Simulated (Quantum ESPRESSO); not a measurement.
# Easy axis of CrAuS2 with Quantum ESPRESSO

Which axis do the moments of CrAuS2 prefer, and by how much?

Main program and level: Quantum ESPRESSO 7.5; PBEsol; plane waves with PseudoDojo 0.4.1 SR PBEsol standard potentials, then spin–orbit coupling on the fully relativistic files of the same set.

**1. Set-up**

Symmetry: R3m, No. 160, trigonal system. The conventional cell has a = 3.482 Å, b = 3.482 Å, c = 21.463 Å, α = 90.00°, β = 90.00°, γ = 120.00°. Cr has 6 S at 2.37 to 2.38 Å nearest. Nearest to S lie 1 Au at 2.31 Å and 3 Cr at 2.38 Å. S has 1 Au at 2.31 Å and 3 Cr at 2.37 Å nearest. Nearest to Au lie 2 S at 2.31 Å. Farther neighbours and most contacts between anions are not listed.

Coordinates:

```cif
data_structure
_symmetry_space_group_name_H-M 'R3m:H'
_symmetry_Int_Tables_number 160
_cell_length_a 3.4823
_cell_length_b 3.4823
_cell_length_c 21.4630
_cell_angle_alpha 90.000
_cell_angle_beta 90.000
_cell_angle_gamma 120.000
_cell_volume 225.40
loop_
_atom_site_label
_atom_site_type_symbol
_atom_site_symmetry_multiplicity
_atom_site_Wyckoff_symbol
_atom_site_fract_x
_atom_site_fract_y
_atom_site_fract_z
_atom_site_occupancy
Cr1 Cr 3 a 0.66667 0.33333 0.00007 1
S1 S 3 a 0.00000 0.00000 0.05970 1
S2 S 3 a 0.00000 0.00000 0.27470 1
Au1 Au 3 a 0.00000 0.00000 0.16730 1
```

The cell comes from the Crystallography Open Database.

**2. Collinear run on scalar-relativistic files**

File pw.in:

```
&CONTROL
  calculation = 'scf'
  prefix = 'pwscf'
  outdir = './tmp'
  pseudo_dir = './pseudo'
  disk_io = 'low'
/
&SYSTEM
  ibrav = 0
  celldm(1) = 8
  nat = 4
  ntyp = 3
  ecutwfc = 80
  nbnd = 33
  occupations = 'smearing'
  smearing = 'fd'
  degauss = 0.00734986
  nspin = 2
  starting_magnetization(1) = 0.2143
  starting_magnetization(2) = 0
  starting_magnetization(3) = 0
/
&ELECTRONS
  conv_thr = 8d-11
  electron_maxstep = 150
  mixing_beta = 0.3
/
ATOMIC_SPECIES
Cr     51.9961 Cr.upf
S      32.0600 S.upf
Au    196.9666 Au.upf
CELL_PARAMETERS alat
   0.4112870802365    0.2374567064889    1.6899663255272
  -0.4112870802365    0.2374567064889    1.6899663255272
   0.0000000000000   -0.4749134129778    1.6899663255272
ATOMIC_POSITIONS crystal
Cr      0.3332666667    0.3332666667    0.3332666667
S       0.9403000000    0.9403000000    0.9403000000
S       0.7253000000    0.7253000000    0.7253000000
Au      0.8327000000    0.8327000000    0.8327000000
K_POINTS automatic
8 8 8 0 0 0
```

Started as:

```console
$ OMP_NUM_THREADS=1 mpirun -n 4 pw.x -nk 4 -in pw.in > pw.out
```

Numbers of over 12 decimals in the logs are rounded to 6 here.

What it wrote:

```text
Program PWSCF v.7.5 starts

     Message from routine setup:
     using ibrav=0 with symmetry is DISCOURAGED, use correct ibrav instead

     K-points division:     npool     =       4
     Subspace diagonalization in iterative solution of the eigenvalue problem:

     G-vector sticks info
     --------------------
     sticks:   dense  smooth     PW     G-vecs:    dense   smooth      PW
     Sum        2271    2271    705                49007    49007    8371

     Using Slab Decomposition

     bravais-lattice index     =            0
     lattice parameter (alat)  =       8.0000  a.u.
     unit-cell volume          =     507.0243 (a.u.)^3
     number of atoms/cell      =            4
     number of atomic types    =            3
     number of electrons       =        45.00
     number of Kohn-Sham states=           33
     kinetic-energy cutoff     =      80.0000  Ry
     charge density cutoff     =     320.0000  Ry
     scf convergence threshold =      8.0E-11
     mixing beta               =       0.3000
     number of iterations used =            8  plain     mixing
     Exchange-correlation= PBESOL
                           (   1   4  10   8   0   0   0)

     celldm(1)=   8.000000  celldm(2)=   0.000000  celldm(3)=   0.000000
     celldm(4)=   0.000000  celldm(5)=   0.000000  celldm(6)=   0.000000

     crystal axes: (cart. coord. in units of alat)
               a(1) = (   0.411287   0.237457   1.689966 )
               a(2) = (  -0.411287   0.237457   1.689966 )
               a(3) = (   0.000000  -0.474913   1.689966 )

     reciprocal axes: (cart. coord. in units 2 pi/alat)
               b(1) = (  1.215696  0.701882  0.197243 )
               b(2) = ( -1.215696  0.701882  0.197243 )
               b(3) = (  0.000000 -1.403765  0.197243 )

     PseudoPot. # 1 for Cr read from file:
     Cr.upf
     Pseudo is Norm-conserving + core correction, Zval = 14.0
     Generated using ONCVPSP code by D. R. Hamann
     Using radial grid of 1638 points,  6 beta functions with:
                l(1) =   0
                l(2) =   0
                l(3) =   1
                l(4) =   1
                l(5) =   2
                l(6) =   2

     PseudoPot. # 2 for S  read from file:
     S.upf
     Pseudo is Norm-conserving + core correction, Zval =  6.0
     Generated using ONCVPSP code by D. R. Hamann
     Using radial grid of 1146 points,  6 beta functions with:
                l(1) =   0
                l(2) =   0
                l(3) =   1
                l(4) =   1
                l(5) =   2
                l(6) =   2

     PseudoPot. # 3 for Au read from file:
     Au.upf
     Pseudo is Norm-conserving + core correction, Zval = 19.0
     Generated using ONCVPSP code by D. R. Hamann
     Using radial grid of 1340 points,  7 beta functions with:
                l(1) =   0
                l(2) =   0
                l(3) =   1
                l(4) =   1
                l(5) =   2
                l(6) =   2
                l(7) =   3

     atomic species   valence    mass     pseudopotential
     Cr               14.00    51.99610     Cr( 1.00)
     S                 6.00    32.06000     S ( 1.00)
     Au               19.00   196.96660     Au( 1.00)

     Starting magnetic structure
     atomic species   magnetization
     Cr              0.214
     S               0.000
     Au              0.000

      6 Sym. Ops. (no inversion) found

   Cartesian axes

     site n.     atom                  positions (alat units)
         1        Cr     tau(   1) = (  -0.0000000  -0.0000000   1.6896283  )
         2        S      tau(   2) = (   0.0000000  -0.0000000   4.7672260  )
         3        S      tau(   3) = (   0.0000000  -0.0000000   3.6771977  )
         4        Au     tau(   4) = (  -0.0000000   0.0000000   4.2217049  )

     number of k points=    65  Fermi-Dirac smearing, width (Ry)=  0.0073
                       cart. coord. in units 2pi/alat
        k(    1) = (   0.0000000   0.0000000   0.0000000), wk =   0.0019531
        k(    2) = (   0.0000000  -0.1754706   0.0246553), wk =   0.0117188
        k(    3) = (   0.0000000  -0.3509412   0.0493106), wk =   0.0117188
        k(    4) = (   0.0000000  -0.5264117   0.0739660), wk =   0.0117188
        k(    5) = (   0.0000000   0.7018823  -0.0986213), wk =   0.0058594
        [... 60 further k-points ...]

     Dense  grid:    49007 G-vectors     FFT dimensions: (  80,  80,  80)

     Generating pointlists ...
     new r_m :   0.2312 (alat units)  1.8495 (a.u.) for type    1
     new r_m :   0.2246 (alat units)  1.7969 (a.u.) for type    2
     new r_m :   0.2246 (alat units)  1.7969 (a.u.) for type    3

     Initial potential from superposition of free atoms

     starting charge      44.9985, renormalised to      45.0000
     Starting wfcs are   28 randomized atomic wfcs +    5 random wfcs

     Self-consistent Calculation

     iteration #  1     ecut=    80.00 Ry     beta= 0.30
     Davidson diagonalization with overlap
     ethr =  1.00E-02,  avg # of iterations =  5.4

     total energy              =    -516.63682003 Ry
     estimated scf accuracy    <       0.89790521 Ry

     total magnetization       =     2.61 Bohr mag/cell
     absolute magnetization    =     2.72 Bohr mag/cell

     iteration #  2     ecut=    80.00 Ry     beta= 0.30
     Davidson diagonalization with overlap
     ethr =  2.00E-03,  avg # of iterations =  2.0

     total energy              =    -516.73917438 Ry
     estimated scf accuracy    <       0.61370056 Ry

     total magnetization       =     2.82 Bohr mag/cell
     absolute magnetization    =     3.08 Bohr mag/cell

     iteration #  3     ecut=    80.00 Ry     beta= 0.30
     Davidson diagonalization with overlap
     ethr =  1.36E-03,  avg # of iterations =  1.6

     total energy              =    -516.85064663 Ry
     estimated scf accuracy    <       0.13719569 Ry

     total magnetization       =     2.89 Bohr mag/cell
     absolute magnetization    =     3.06 Bohr mag/cell

     [... further iterations left out ...]

     iteration # 12     ecut=    80.00 Ry     beta= 0.30
     Davidson diagonalization with overlap
     ethr =  5.36E-11,  avg # of iterations =  3.5

     total energy              =    -516.86790732 Ry
     estimated scf accuracy    <       0.00000001 Ry

     total magnetization       =     2.99 Bohr mag/cell
     absolute magnetization    =     3.24 Bohr mag/cell

     iteration # 13     ecut=    80.00 Ry     beta= 0.30
     Davidson diagonalization with overlap
     ethr =  2.29E-11,  avg # of iterations =  2.0

     total energy              =    -516.86790732 Ry
     estimated scf accuracy    <          1.7E-09 Ry

     total magnetization       =     2.99 Bohr mag/cell
     absolute magnetization    =     3.24 Bohr mag/cell

     iteration # 14     ecut=    80.00 Ry     beta= 0.30
     Davidson diagonalization with overlap
     ethr =  3.74E-12,  avg # of iterations =  2.0

     total energy              =    -516.86790732 Ry
     estimated scf accuracy    <          2.7E-10 Ry

     total magnetization       =     2.99 Bohr mag/cell
     absolute magnetization    =     3.24 Bohr mag/cell

     iteration # 15     ecut=    80.00 Ry     beta= 0.30
     Davidson diagonalization with overlap
     ethr =  6.10E-13,  avg # of iterations =  2.9

     Magnetic moment per site  (integrated on atomic sphere of radius R)
     atom   1 (R=0.231)  charge= 11.8513  magn=  2.6258
     atom   2 (R=0.225)  charge=  3.8556  magn= -0.0362
     atom   3 (R=0.225)  charge=  3.8623  magn= -0.0374
     atom   4 (R=0.225)  charge= 15.4557  magn=  0.0013

     End of self-consistent calculation

     Number of k-points >= 100: set verbosity='high' to print the bands.

     the Fermi energy is    10.5449 ev

!    total energy              =    -516.86790732 Ry
     estimated scf accuracy    <          5.8E-11 Ry
     smearing contrib. (-TS)   =      -0.00047156 Ry
     internal energy E=F+TS    =    -516.86743577 Ry

     The total energy is F=E-TS. E is the sum of the following terms:
     one-electron contribution =    -246.20339622 Ry
     hartree contribution      =     138.54972971 Ry
     xc contribution           =     -89.07227848 Ry
     ewald contribution        =    -320.14149079 Ry

     total magnetization       =     2.99 Bohr mag/cell
     absolute magnetization    =     3.24 Bohr mag/cell

     convergence has been achieved in  15 iterations

=------------------------------------------------------------------------------=
   JOB DONE.
=------------------------------------------------------------------------------=
```

Elapsed: 7.1 min, on 4 MPI ranks of Arm Neoverse V2, shared host; peak memory 1.3 GiB; 29 min of CPU time.

Spin moment in the atom's sphere by atom:

```
atom  spin moment in the atom's sphere (μB)
 Cr1                                   2.63
  S2                                  -0.04
  S3                                  -0.04
 Au4                                   0.00
```

Read from the output:

```yaml
smearing_term_ts: 0.006416 eV
magnetization: 2.987 μB
absolute_magnetization: 3.245 μB
final_state: ferromagnetic
```

**3. One pass along [001] on 6×6×6**

Each pass runs in a folder of its own that holds a copy of a collinear save from that input. The collinear spin density is turned to the axis, and its potential is diagonalised once with spin–orbit coupling on fully relativistic PseudoDojo files; the sums over occupied states, with the smearing term, are then compared.

File pass.in:

```
&CONTROL
  calculation = 'nscf'
  prefix = 'pwscf'
  outdir = './tmp'
  pseudo_dir = './pseudo_fr'
  disk_io = 'nowf'
/
&SYSTEM
  ibrav = 0
  celldm(1) = 8
  nat = 4
  ntyp = 3
  ecutwfc = 80
  nbnd = 62
  occupations = 'smearing'
  smearing = 'fd'
  degauss = 0.00734986
  noncolin = .true.
  lspinorb = .true.
  lforcet = .true.
  starting_magnetization(1) = 0.2143
  angle1(1) = 180
  angle2(1) = 0
  starting_magnetization(2) = 0
  angle1(2) = 180
  angle2(2) = 0
  starting_magnetization(3) = 0
  angle1(3) = 180
  angle2(3) = 0
/
&ELECTRONS
  conv_thr = 8d-11
  electron_maxstep = 150
  mixing_beta = 0.3
  startingpot = 'file'
  startingwfc = 'random'
  diago_thr_init = 1d-09
  diago_full_acc = .true.
/
ATOMIC_SPECIES
Cr     51.9961 Cr.upf
S      32.0600 S.upf
Au    196.9666 Au.upf
CELL_PARAMETERS alat
   0.4112870802365    0.2374567064889    1.6899663255272
  -0.4112870802365    0.2374567064889    1.6899663255272
   0.0000000000000   -0.4749134129778    1.6899663255272
ATOMIC_POSITIONS crystal
Cr      0.3332666667    0.3332666667    0.3332666667
S       0.9403000000    0.9403000000    0.9403000000
S       0.7253000000    0.7253000000    0.7253000000
Au      0.8327000000    0.8327000000    0.8327000000
K_POINTS automatic
6 6 6 0 0 0
```

Started as:

```console
$ OMP_NUM_THREADS=1 mpirun -n 4 pw.x -nk 4 -in pass.in > pass.out
```

What it wrote:

```text
[banner, memory and clock lines left out]
Program PWSCF v.7.5 starts

     Fixed quantization axis for GGA:     0.000000    0.000000   -1.000000
     Message from routine setup:
     using ibrav=0 with symmetry is DISCOURAGED, use correct ibrav instead

     bravais-lattice index     =            0
     lattice parameter (alat)  =       8.0000  a.u.
     unit-cell volume          =     507.0243 (a.u.)^3
     number of atoms/cell      =            4
     number of atomic types    =            3
     number of electrons       =        45.00
     number of Kohn-Sham states=           62
     kinetic-energy cutoff     =      80.0000  Ry
     charge density cutoff     =     320.0000  Ry
     Exchange-correlation= PBESOL
                           (   1   4  10   8   0   0   0)
     Noncollinear calculation with spin-orbit

     [... lines left out ...]
     PseudoPot. # 1 for Cr read from file:
     Cr.upf
     Pseudo is Norm-conserving + core correction, Zval = 14.0

     PseudoPot. # 2 for S  read from file:
     S.upf
     Pseudo is Norm-conserving + core correction, Zval =  6.0

     PseudoPot. # 3 for Au read from file:
     Au.upf
     Pseudo is Norm-conserving + core correction, Zval = 19.0

     atomic species   valence    mass     pseudopotential
     Cr               14.00    51.99610     Cr( 1.00)
     S                 6.00    32.06000     S ( 1.00)
     Au               19.00   196.96660     Au( 1.00)

      6 Sym. Ops. (no inversion) found

   Cartesian axes

     site n.     atom                  positions (alat units)
         1        Cr     tau(   1) = (  -0.0000000  -0.0000000   1.6896283  )
         2        S      tau(   2) = (   0.0000000  -0.0000000   4.7672260  )
         3        S      tau(   3) = (   0.0000000  -0.0000000   3.6771977  )
         4        Au     tau(   4) = (  -0.0000000   0.0000000   4.2217049  )

     number of k points=    44  Fermi-Dirac smearing, width (Ry)=  0.0073

     Dense  grid:    49007 G-vectors     FFT dimensions: (  80,  80,  80)

     Generating pointlists ...
     new r_m :   0.2312 (alat units)  1.8495 (a.u.) for type    1
     new r_m :   0.2246 (alat units)  1.7969 (a.u.) for type    2
     new r_m :   0.2246 (alat units)  1.7969 (a.u.) for type    3
     Message from routine read_rhog:
     some spin components not found

 -----------
Spin angles Theta, Phi (degree) = 180.0000  0.0000
 -----------

     The potential is recalculated from file :
     [... lines left out ...]
     Starting wfcs are random

     Band Structure Calculation
     Davidson diagonalization with overlap

     ethr =  1.00E-09,  avg # of iterations = 56.2

     End of band structure calculation

------
 eband, Ef (eV) =   -621.184880        10.578519
------
     [... lines left out ...]
     the Fermi energy is    10.5785 ev
     (compare with:    10.5449 eV, computed in scf)
```

Run time: 7.6 min. Hardware: 4 MPI ranks; peak memory 0.8 GiB; 31 min of CPU time.

(Part 1 of 2 ends here.)

[Logs and program files are shortened in this print: banners, set-up blocks, solver, clock and traceback lines can be left out without a mark of their own.]

[Logs are printed without paths, hosts, clocks, repeated set-up lines and the standing remarks that a program may print on its own settings, such as how far it seeks lower states.]

[Hosts, paths, dates, database ids (printed as entryN), source tags and the programs' standing remarks are cut or masked in the printed files.]

[Where a cell is said to come from a database of computed structures, the database is the Materials Project.]
